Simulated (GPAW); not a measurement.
# Optical response of Tl

Aim: the dielectric function of Tl, and the optical constants that follow from it.

Main program and level: GPAW 26.7.0; DFT, PBE, plane-wave PAW (GPAW data sets), scalar-relativistic, RPA, optical limit.

Most raw output is cut from this account.

## 1. The starting structure

Symmetry: P6_3/mmc, No. 194, hexagonal system. The conventional cell has a = 3.456 Å, b = 3.456 Å, c = 5.525 Å, α = 90.00°, β = 90.00°, γ = 120.00°. Tl has 12 Tl at 3.41 to 3.46 Å nearest.

## 2. Ground state

The self-consistent density comes first; it also tells whether there is a gap, which decides the occupations and the need for a Drude term.

This step: DFT, PBE, plane-wave PAW (GPAW data sets), scalar-relativistic, ground state (GPAW 26.7.0).

gs.py reads:

```python
from ase import Atoms
from ase.dft.bandgap import bandgap
from gpaw import GPAW, PW, FermiDirac

atoms = Atoms(['Tl', 'Tl'],
              cell=[[3.456000000000, 0.000000000000, 0.000000000000],
                    [-1.728000000000, 2.992983795500, 0.000000000000],
                    [0.000000000000, 0.000000000000, 5.525000000000]],
              scaled_positions=[[0.666666666700, 0.333333333300, 0.750000000000],
                                [0.333333333300, 0.666666666700, 0.250000000000]],
              pbc=[True, True, True])
atoms.calc = GPAW(mode=PW(500), xc='PBE', kpts={'size': (9, 9, 4), 'gamma': True},
                  occupations=FermiDirac(0.05), maxiter=150, txt='gs.txt')
print('energy (eV)', atoms.get_potential_energy())
print('Fermi level (eV)', atoms.calc.get_fermi_level())
print('valence electrons', atoms.calc.get_number_of_electrons())
print('gap (eV)', bandgap(atoms.calc, output=None)[0])
print('direct gap (eV)', bandgap(atoms.calc, direct=True, output=None)[0])
atoms.calc.write('gs.gpw')
```

On the command line:

```sh
$ OMP_NUM_THREADS=1 python gs.py
```

Wall time 19 s (1 thread of Arm Neoverse V1, shared host); peak memory 0.16 GiB.

Read-outs, printed or worked out from the files:

```
energy       : -4.926 eV
Fermi energy : 7.331 eV
electrons    : 26
```

There are states at the Fermi level within the smearing, so the occupations stay smeared and the carriers get a Drude term.

## 3. Bands for the response

The response needs many more empty bands than the density does.

This step: DFT, PBE, plane-wave PAW (GPAW data sets), scalar-relativistic, bands at fixed density (GPAW 26.7.0).

nscf.py reads:

```python
from ase.dft.bandgap import bandgap
from gpaw import GPAW, FermiDirac

calc = GPAW('gs.gpw').fixed_density(kpts={'size': (15, 15, 8), 'gamma': True}, nbands=47, convergence={'bands': 41},
                                    occupations=FermiDirac(0.05), txt='nscf.txt')
print('gap (eV)', bandgap(calc, output=None)[0])
print('direct gap (eV)', bandgap(calc, direct=True, output=None)[0])
print('top band over the Fermi level (eV)', min(calc.get_eigenvalues(kpt=k)[40] for k in range(len(calc.get_ibz_k_points()))) - calc.get_fermi_level())
calc.write('full.gpw', mode='all')
```

On the command line:

```sh
$ OMP_NUM_THREADS=1 python nscf.py
```

Elapsed: 6.5 min, on 1 thread; peak memory 0.4 GiB.

## 4. Dielectric function, RPA

Transitions between filled and empty bands, summed over the zone, give the optical response, so mesh, band count and broadening shape it.

The induced potential is part of this response.

This step: DFT, PBE, plane-wave PAW (GPAW data sets), scalar-relativistic, RPA, optical limit (GPAW 26.7.0).

df.py reads:

```python
from gpaw.response.df import DielectricFunction

df = DielectricFunction('full.gpw', frequencies={'type': 'nonlinear', 'domega0': 0.03, 'omega2': 8},
                        ecut=50,
                        eta=0.15,
                        nbands=41,
                        rate=0.05,
                        txt='df.txt')
for direction in ['x', 'z']:
    df.get_dielectric_function(xc='RPA', direction=direction, filename=f'df_{direction}.csv')
```

On the command line:

```sh
$ OMP_NUM_THREADS=1 python df.py
```

Wall time 50 s (1 thread); peak memory 0.24 GiB.

Numbers from this step:

- centre of weight of the strongest loss peak in the window: 10.45 eV

Some rows of df_x.csv (energy; Re and Im without local fields; Re and Im with them):

```text
0.000000, 23936.867817, 0.000000, 23935.580286, 0.000000
0.460735, -239.054110, 63.057500, -240.459348, 62.964127
0.943989, -30.867571, 30.593064, -32.834955, 29.790469
1.451455, -25.049866, 48.764253, -25.427336, 46.810544
1.984998, -19.054231, 24.228752, -19.145911, 23.324339
2.546682, -17.556600, 12.415735, -17.580925, 11.946141
3.138794, -10.906596, 6.041901, -11.124137, 5.649933
3.763875, -6.355376, 3.238231, -6.821775, 2.859324
4.424758, -4.603109, 4.350167, -4.720774, 3.570711
5.124608, -3.698313, 3.545991, -3.563162, 2.842859
5.866977, -3.236271, 1.806365, -3.174486, 1.525153
6.655862, -2.160750, 1.519685, -2.086432, 1.190219
7.495775, -1.657472, 1.071823, -1.549572, 0.875972
8.391833, -1.130687, 0.830860, -1.003679, 0.682957
9.349861, -0.576252, 0.463400, -0.547183, 0.362055
10.376517, -0.039858, 0.352802, -0.043882, 0.252044
11.479449, 0.582991, 0.764530, 0.551015, 0.501902
12.667487, 0.385970, 0.878862, 0.467644, 0.651338
13.950874, 0.481928, 0.689990, 0.551774, 0.520274
```

The Im ε has structure finer than the step of the table below, so its rows give means over 0.25 eV, whole bins alone (the curve runs from 0.305 to 14.0 eV). Peaks (eV: height): E ∥ x 1.382: 49.7; E ∥ z 1.417: 39.4.

Sum at mesh points, not converged in k. Im ε against photon energy; means over each step:

```csv
photon energy (eV),E ∥ x,E ∥ z
0.50,57.7,126
0.75,28.2,62.6
1.00,30.7,34.3
1.25,40.9,31.3
1.50,42.0,32.1
1.75,25.0,19.7
2.00,22.5,21.7
2.25,17.4,15.6
2.50,12.3,9.45
2.75,8.13,7.27
3.00,5.82,5.68
3.25,5.04,4.59
3.50,3.40,2.91
3.75,2.85,2.59
4.00,2.95,2.75
4.25,3.57,2.85
4.50,3.41,2.22
4.75,2.92,2.12
5.00,2.83,2.49
5.25,2.83,2.31
5.50,2.54,1.94
5.75,1.81,1.92
6.00,1.50,1.98
6.25,1.58,1.96
6.50,1.29,1.44
6.75,1.22,1.10
7.00,1.15,1.13
7.25,1.07,0.929
7.50,0.896,0.792
7.75,0.810,0.686
8.00,0.770,0.634
8.25,0.718,0.543
8.50,0.634,0.447
8.75,0.571,0.439
9.00,0.513,0.466
9.25,0.397,0.384
9.50,0.330,0.310
9.75,0.333,0.355
10.00,0.327,0.316
10.25,0.279,0.288
10.50,0.232,0.218
10.75,0.235,0.210
11.00,0.276,0.244
11.25,0.376,0.317
11.50,0.517,0.489
11.75,0.639,0.644
12.00,0.613,0.603
12.25,0.568,0.601
12.50,0.616,0.676
12.75,0.648,0.664
13.00,0.607,0.605
13.25,0.597,0.591
13.50,0.559,0.541
13.75,0.510,0.503
```

Values under 1 per cm are given as 1; sum at mesh points, not converged in k. Table of absorption coefficient by photon energy:

```csv
photon energy (eV),E ∥ x (1/cm),E ∥ z (1/cm)
0.492,7.2e5,9.9e5
1.010,5.9e5,1.0e6
1.486,9.5e5,1.1e6
1.985,1.0e6,1.2e6
2.508,1.1e6,1.3e6
3.018,1.1e6,1.3e6
3.510,1.1e6,1.2e6
3.980,9.6e5,1.2e6
4.516,1.0e6,1.2e6
4.981,1.0e6,1.2e6
5.515,1.1e6,1.2e6
6.021,1.0e6,1.2e6
6.494,1.0e6,1.3e6
6.985,1.0e6,1.2e6
7.496,9.8e5,1.2e6
8.026,9.2e5,1.1e6
8.516,8.8e5,1.0e6
9.023,8.2e5,9.5e5
9.483,6.8e5,8.6e5
10.026,5.4e5,7.6e5
10.519,3.2e5,5.9e5
11.029,2.4e5,3.4e5
11.479,3.6e5,4.0e5
12.023,5.0e5,5.6e5
12.504,4.9e5,6.1e5
13.000,5.2e5,6.1e5
13.512,5.0e5,5.7e5
```

Sum at mesh points, not converged in k. Reflectivity at normal incidence against photon energy; read off at these points:

```csv
photon energy (eV),E ∥ x (%),E ∥ z (%)
0.50,96.6,97.2
1.00,77.7,93.5
1.50,77.1,86.9
2.00,74.0,81.4
2.50,78.3,87.1
2.82,82.5,86.6
3.00,80.4,86.6
3.50,81.2,88.9
4.00,69.6,81.5
4.50,63.8,81.3
5.00,60.5,72.0
5.50,62.3,73.0
5.87,68.8,67.9
6.00,65.5,65.4
6.50,64.2,73.1
7.00,59.6,70.1
7.50,60.7,73.1
8.00,55.6,71.7
8.50,55.5,73.8
9.00,53.8,64.9
9.50,53.9,68.3
10.00,39.1,60.3
10.50,26.0,57.2
11.00,6.85,23.2
11.50,4.14,7.40
12.00,7.18,11.9
12.50,5.56,9.93
13.00,6.52,11.4
13.50,6.18,10.5
```

The Im ε, E ∥ x has structure finer than the step of the table below, so its rows give means over 0.5 eV, whole bins alone (the curve runs from 0.305 to 14.0 eV). Peaks (eV: height): without local fields 1.38: 51.7; with local fields 1.38: 49.7.

Sum at mesh points, not converged in k. Table of Im ε, E ∥ x by photon energy; means over each step:

```csv
photon energy (eV),without local fields,with local fields
1.0,32.5,31.5
1.5,40.9,39.3
2.0,22.4,21.6
2.5,12.8,12.4
3.0,6.36,6.01
3.5,3.88,3.58
4.0,3.61,3.02
4.5,4.14,3.39
5.0,3.53,2.84
5.5,2.88,2.47
6.0,1.91,1.56
6.5,1.64,1.33
7.0,1.45,1.16
7.5,1.12,0.919
8.0,0.967,0.765
8.5,0.780,0.636
9.0,0.616,0.504
9.5,0.458,0.340
10.0,0.450,0.321
10.5,0.355,0.240
11.0,0.458,0.285
11.5,0.766,0.516
12.0,0.817,0.610
12.5,0.834,0.614
13.0,0.793,0.614
13.5,0.722,0.558
```

Sum at mesh points, not converged in k. Table of loss function −Im 1/ε at q → 0 by energy loss; read off at these points:

```csv
energy loss (eV),E ∥ x,E ∥ z
0.500,0.00119,7.2e-4
0.750,0.00516,0.00195
1.000,0.0184,0.00333
1.250,0.0233,0.00853
1.500,0.0163,0.00877
1.750,0.0192,0.0121
2.000,0.0254,0.0165
2.250,0.0231,0.0127
2.500,0.0262,0.0138
2.750,0.0235,0.0158
3.000,0.0307,0.0178
3.250,0.0355,0.0205
3.500,0.0364,0.0178
3.750,0.0514,0.0262
4.000,0.0827,0.0389
4.250,0.110,0.0452
4.500,0.103,0.0437
4.750,0.111,0.0677
5.000,0.132,0.0788
5.250,0.139,0.0885
5.500,0.127,0.0853
5.750,0.117,0.109
6.000,0.152,0.127
6.250,0.179,0.122
6.500,0.178,0.0987
6.750,0.228,0.110
7.000,0.240,0.135
7.250,0.269,0.129
7.500,0.278,0.142
7.750,0.326,0.153
8.000,0.397,0.182
8.250,0.438,0.187
8.500,0.478,0.209
8.750,0.589,0.287
9.000,0.637,0.367
9.250,0.746,0.356
9.500,1.10,0.455
9.750,1.76,0.766
10.000,2.21,0.791
10.250,3.14,1.14
10.500,4.27,1.64
10.750,2.57,3.82
10.881,1.85,4.42
11.000,1.39,3.91
11.250,1.04,2.16
11.500,0.906,1.34
11.750,1.00,1.31
12.000,1.16,1.52
12.250,1.09,1.38
12.500,0.992,1.25
12.750,1.04,1.37
13.000,1.11,1.49
13.250,1.06,1.43
13.500,1.13,1.55
13.750,1.03,1.36
```

Optical constants at common wavelengths, from n + ik = √ε:

```csv
wavelength (nm),n x,k x,R (%) x,1/α x,n z,k z,R (%) z,1/α z
800,3.04,6.199,77.8,10 nm,1.88,7.335,87.9,8.7 nm
450,0.94,4.164,82.3,8.6 nm,0.79,4.541,86.8,7.9 nm
405,0.80,3.512,79.5,9.2 nm,0.65,4.066,86.4,7.9 nm
365,0.61,3.210,81.1,9.0 nm,0.47,3.708,88.1,7.8 nm
308,0.64,2.342,68.6,10 nm,0.50,2.839,80.8,8.6 nm
248,0.69,2.039,60.5,9.7 nm,0.54,2.310,72.0,8.5 nm
193,0.42,1.627,64.0,9.4 nm,0.42,1.943,71.1,7.9 nm
```

A polished face would reflect 81 % of daylight and look near white (CIE x = 0.307, y = 0.326 under D65).

## 5. Summary of results

| Property | Result |
| --- | --- |
| centre of weight of the strongest loss peak in the window, first axis | 10.4 eV |

**Reading.** At this level (PBE, RPA) Tl is a metal. The mesh is too coarse to trust the carriers' weight, the reflectivity or the colour to better than tens of per cent. A polished face would reflect 81 % of daylight and look near white (CIE x = 0.307, y = 0.326 under D65). The carriers' damping of 0.05 eV is typed, not computed; it shapes the response at the lowest energies. Spin-orbit coupling is left out although heavy atoms are present. GPAW's carrier term has the form −ωp²/(ω + i·rate)², which damps like twice the rate and fails at low energy, so the curves leave the lowest energies out. The sum runs over mesh points 0.14 Å⁻¹ apart with no interpolation, so peaks are partly noise of the mesh, and the Drude plasma energy, a sum over the Fermi surface, isn't converged.

[Machine, clock and banner lines and Python warnings are left out of the logs.]

[Logs are printed without paths, hosts, clocks, repeated set-up lines and the standing remarks that a program may print on its own settings, such as how far it seeks lower states.]

[Hosts, paths, dates, database ids (printed as entryN), source tags and the programs' standing remarks are cut or masked in the printed files.]
